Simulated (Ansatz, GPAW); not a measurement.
# Work function of a 7-layer slab of Mg(0001) at several levels, part 3 of 3

Aim: the work function of both faces of a 7-layer slab of Mg(0001), and its spread over functionals and bases.

GPAW 26.7.0 and Ansatz 0.2.0; Ansatz plane waves; slab in vacuum with a dipole correction, relaxation (the session's first sound run).

So far, upper work function (eV): step 2 (relaxing the atoms, PBE) 3.74; step 7 (self-consistent run: xc = "revPBE") 3.68; step 8 (self-consistent run: xc = "vdW-DF2", GPAW, PAW setups, GPAW) 3.85; step 9 (real-space grid: mode = "fd", PBE, GPAW) 3.74; step 10 (atomic orbitals: mode = "lcao", PBE, GPAW) 3.77.

### 12. A second plane-wave code

A second program with its own datasets checks the number independently.

This step: Ansatz plane waves; slab in vacuum with a dipole correction (Ansatz 0.2.0).

input.yaml

```yaml
crystal:
  lattice:
    - [3.21, 0.0, 0.0]
    - [1.605, 2.7799415461, 0.0]
    - [0.0, 0.0, 29.63912]
  atoms:
    - { symbol: Mg, position: [0.0, 0.0, 0.2361743534] }
    - { symbol: Mg, position: [0.6666666667, 0.6666666667, 0.3241162356] }
    - { symbol: Mg, position: [0.0, 0.0, 0.4120581178] }
    - { symbol: Mg, position: [0.6666666667, 0.6666666667, 0.499467034] }
    - { symbol: Mg, position: [0.0, 0.0, 0.5868352797] }
    - { symbol: Mg, position: [0.6666666667, 0.6666666667, 0.6743235566] }
    - { symbol: Mg, position: [0.0, 0.0, 0.7625244166] }
kpoints:
  mp_grid: { grid: [11, 11, 1] }
hamiltonian:
  xc: pbe
scf:
  occupations: { method: fermi_dirac, width: 0.1 }
efield:
  axis: 3
  dipole_correction: true
  ramp_width: 0.05
output:
  forces: true
  write_potential: true
  write_density: true
  volumetric_format: npy
```

Started as:

```console
> ansatz run input.yaml --threads 4 --pin off --max-ram 8192MiB --backend cpu --events-out ev --progress --plain --runs-dir out
```

Numbers of over 12 decimals in the logs are rounded to 6 here.

Output:

```text
[...]
Crystal: 7 atoms, lattice volume = 264.488 Å³
Basis set: ecut = 420 eV, 5259 PW (Γ), exchange–correlation on 48×48×400 points (8 copies of the dense FFT grid, shifted against one another)
Bands: 42, of which v1, the nominal top of the filled ones, is band 35 counted from 1 (34 counted from 0)
Symmetry: 6 space group operations
[...]
k-points: 16 of 121 (time reversal used)
[...]
SCF iter   1: F=—  HF=-13466.088978 eV  |F-HF|=—  |Δ(HF+E_count)|=         —  Δρ=8.98e-4  dr2=5.75e-2  ethr=1.77e-3  p=0.000 e·Å  D=3.12e-5 V/Å  ΔV_dip=-0.00 eV  dr2_dipole=5.71e-7  V_vac-E_F(+/−)=3.79/3.79 eV  ⟨swp⟩=12.5  Hψ=3331  notcnv=0
[...]
SCF iter   6: F=-13466.088577 eV  HF=-13466.088577 eV  |F-HF|=2.18e-8  |Δ(HF+E_count)|=   8.19e-9  Δρ=1.52e-6  dr2=3.19e-8  ethr=1.43e-10  p=0.000 e·Å  D=3.43e-7 V/Å  ΔV_dip=-0.00 eV  dr2_dipole=2.37e-10  V_vac-E_F(+/−)=3.74/3.74 eV  ⟨swp⟩=14.3  Hψ=4913  notcnv=0
SCF 1 converged in 6 iterations: F = -13466.088577 eV  dr2 = 3.19e-8
[...]
SCF converged after 6 iterations
Free energy (F): -13466.088577 eV
[...]
Internal energy: -13466.008192 eV  (E = F + TS)
E sigma→0 (E₀):  -13466.048385 eV
Entropy (-TS):   -0.080385 eV (-11.484 meV/atom)
Fermi energy:    1.994528 eV
Dipole field:    D = -0.000018 V/Å  (p = -0.000026 e·Å, saw-weighted, corrected)
Work function:   Φ+ = 3.7376 eV   Φ− = 3.7371 eV
[...]
--- Forces (eV/Å), atoms counted from 1 ---
  atom   1  Mg     0.00000000     0.00000000    -0.01032640
  atom   2  Mg    -0.00000000    -0.00000000     0.03482982
  atom   3  Mg    -0.00000000     0.00000000    -0.01441200
  atom   4  Mg     0.00000000    -0.00000000    -0.00241638
  atom   5  Mg    -0.00000000     0.00000000    -0.00172650
  atom   6  Mg     0.00000000    -0.00000000    -0.00783161
  atom   7  Mg     0.00000000     0.00000000     0.00188439
  max |Σ_I F_I| component: 1.32e-6 eV/Å
--- Band table (eV; the first three rows and the last of 16) ---
  k-point 0: bands = [... 31 lower, -3.2869, -2.4342, -1.4176, -0.2108, 0.8175, 2.3273, 3.6668, 4.7567, ... 3 higher]
  k-point 1: bands = [... 31 lower, -3.1274, -2.2759, -1.2606, -0.0542, 0.9668, 2.4781, 3.8164, 4.9089, ... 3 higher]
  k-point 2: bands = [... 31 lower, -2.6509, -1.8029, -0.7917, 0.4123, 1.4147, 2.9250, 4.2556, 5.3559, ... 3 higher]
  k-point 15: bands = [... 31 lower, 1.3329, 1.6632, 1.8245, 2.1204, 2.6247, 2.6797, 2.9180, 2.9963, ... 3 higher]
```

The job ended after 4 s (4 threads of Arm Neoverse V1, shared host; peak memory 0.58 GiB).

Reading the cycles: dr2 is the Hartree energy of the density residual (eV), the measure of convergence; HF is the Harris–Foulkes estimate of the energy, which meets the free energy F at convergence.

Numbers from this step:

```yaml
upper_work_function: 3.738 eV
lower_work_function: 3.737 eV
dipole_along_the_normal: -2.58e-5 e·Å
dipole_field: -1.77e-5 V/Å
vacuum_level_above: 5.732 eV
```

The electrostatic potential energy of an electron (with the applied field's), less the Fermi level, planar mean oscillates, so the rows of the table below give means over windows of 2.67 Å about each position, cut where the curve ends. Its maxima inside the range that stand out by 2 % of the span (Å: eV): 8.3: 1.03, 11.0: 1.01, 13.5: 0.970, 16.2: 0.944, 18.7: 0.989, 21.3: 1.03. Its minima: 7.0: -11.7, 9.6: -11.6, 12.2: -11.6, 14.8: -11.7, 17.3: -11.6, 20.0: -11.7, 22.7: -11.5.

Table of electrostatic potential energy of an electron (with the applied field's), less the Fermi level, planar mean by z; means over each step:

z (Å), electrostatic potential energy of an electron (with the applied field's), less the Fermi level, planar mean (eV) and a bar from the least value:
```
     1.33        3.7 ##############################
     4.00        3.6 #############################
     6.67       -3.6 #
     9.34       -3.9 
    12.02       -3.9 
    14.68       -3.9 
    17.36       -3.9 
    20.02       -3.9 
    22.70       -3.8 
    25.37        3.5 #############################
    28.04        3.7 ##############################
```

The valence density, planar mean oscillates, so the rows of the table below give means over windows of 2.67 Å about each position, cut where the curve ends. Its maxima inside the range that stand out by 2 % of the span (Å: e/Å³): 7.0: 1.50, 9.6: 1.50, 12.2: 1.47, 14.8: 1.51, 17.3: 1.48, 20.0: 1.51, 22.7: 1.45. Its minima: 8.3: 0.0881, 10.8: 0.0896, 13.5: 0.0911, 16.2: 0.0912, 18.7: 0.0905, 21.3: 0.0876.

Valence density, planar mean against z; means over each step:

```
z (Å)  valence density, planar mean (e/Å³)
 1.33                               9.7e-6
 4.00                              0.00394
 6.67                                0.406
 9.34                                0.422
12.02                                0.422
14.68                                0.423
17.36                                0.422
20.02                                0.422
22.70                                0.411
25.37                              0.00621
28.04                               1.7e-5
```

The upper face's work function is 3.738 eV, against 3.737 eV in the first plane-wave PBE run at this geometry.

### 13. Side by side

Results and costs are gathered.

This step: comparison of work functions, dipole and cost (GPAW 26.7.0).

Ladder, by row:

```csv
step,code,"work function, upper (eV)","work function, lower (eV)",dipole (e Å),wall time (s),peak memory (GiB),threads
pw,GPAW,3.737,3.737,3.21e-5,345.6,0.28,1
RPBE,GPAW,3.678,3.679,7.69e-5,321.2,0.28,1
LDA,GPAW,3.858,3.858,4.26e-5,236.6,0.28,1
optPBE-vdW,GPAW,3.833,3.832,2.73e-5,319.9,0.44,1
revPBE,GPAW,3.679,3.679,5.33e-5,204.2,0.28,1
vdW-DF2,GPAW,3.851,3.851,6.77e-5,342.3,0.44,1
fd,GPAW,3.738,3.738,-2.03e-6,1086,1.21,1
lcao,GPAW,3.772,3.772,-9.00e-6,999.9,0.39,1
ansatz,Ansatz,3.738,3.737,-2.58e-5,3.97,0.583,4
```

### 14. Summary of results

| Quantity | Value |
| --- | --- |
| work function, both faces | 3.74 eV |
| dipole along the normal | 3.2e-5 e Å, near the numerical noise |

What this shows: With plane waves and PBE the work function is 3.74 eV on the upper face and 3.74 eV on the lower. The measured value for polycrystalline Mg, which weights the faces of low work function, is 3.66 eV (as compiled in "Anisotropic work function of elemental crystals", 2019, arxiv:1902.07811); the relaxed upper face lies 0.077 eV over it with PBE, and RPBE comes nearest (3.68 eV). Measured work functions scatter by a tenth of an eV or more between methods. Over the sound runs of the table the upper face's work function spans 3.678 (RPBE) to 3.858 eV (LDA). The two plane-wave codes differ by 3.2e-4 eV on the upper face. The in-plane lattice was kept as typed, which isn't the functional's own and leaves some strain; spin-orbit coupling and temperature are left out.

[Logs are printed without paths, hosts, clocks, repeated set-up lines and the standing remarks that a program may print on its own settings, such as how far it seeks lower states.]

[Hosts, paths, dates, database ids (printed as entryN), source tags and the programs' standing remarks are cut or masked in the printed files.]
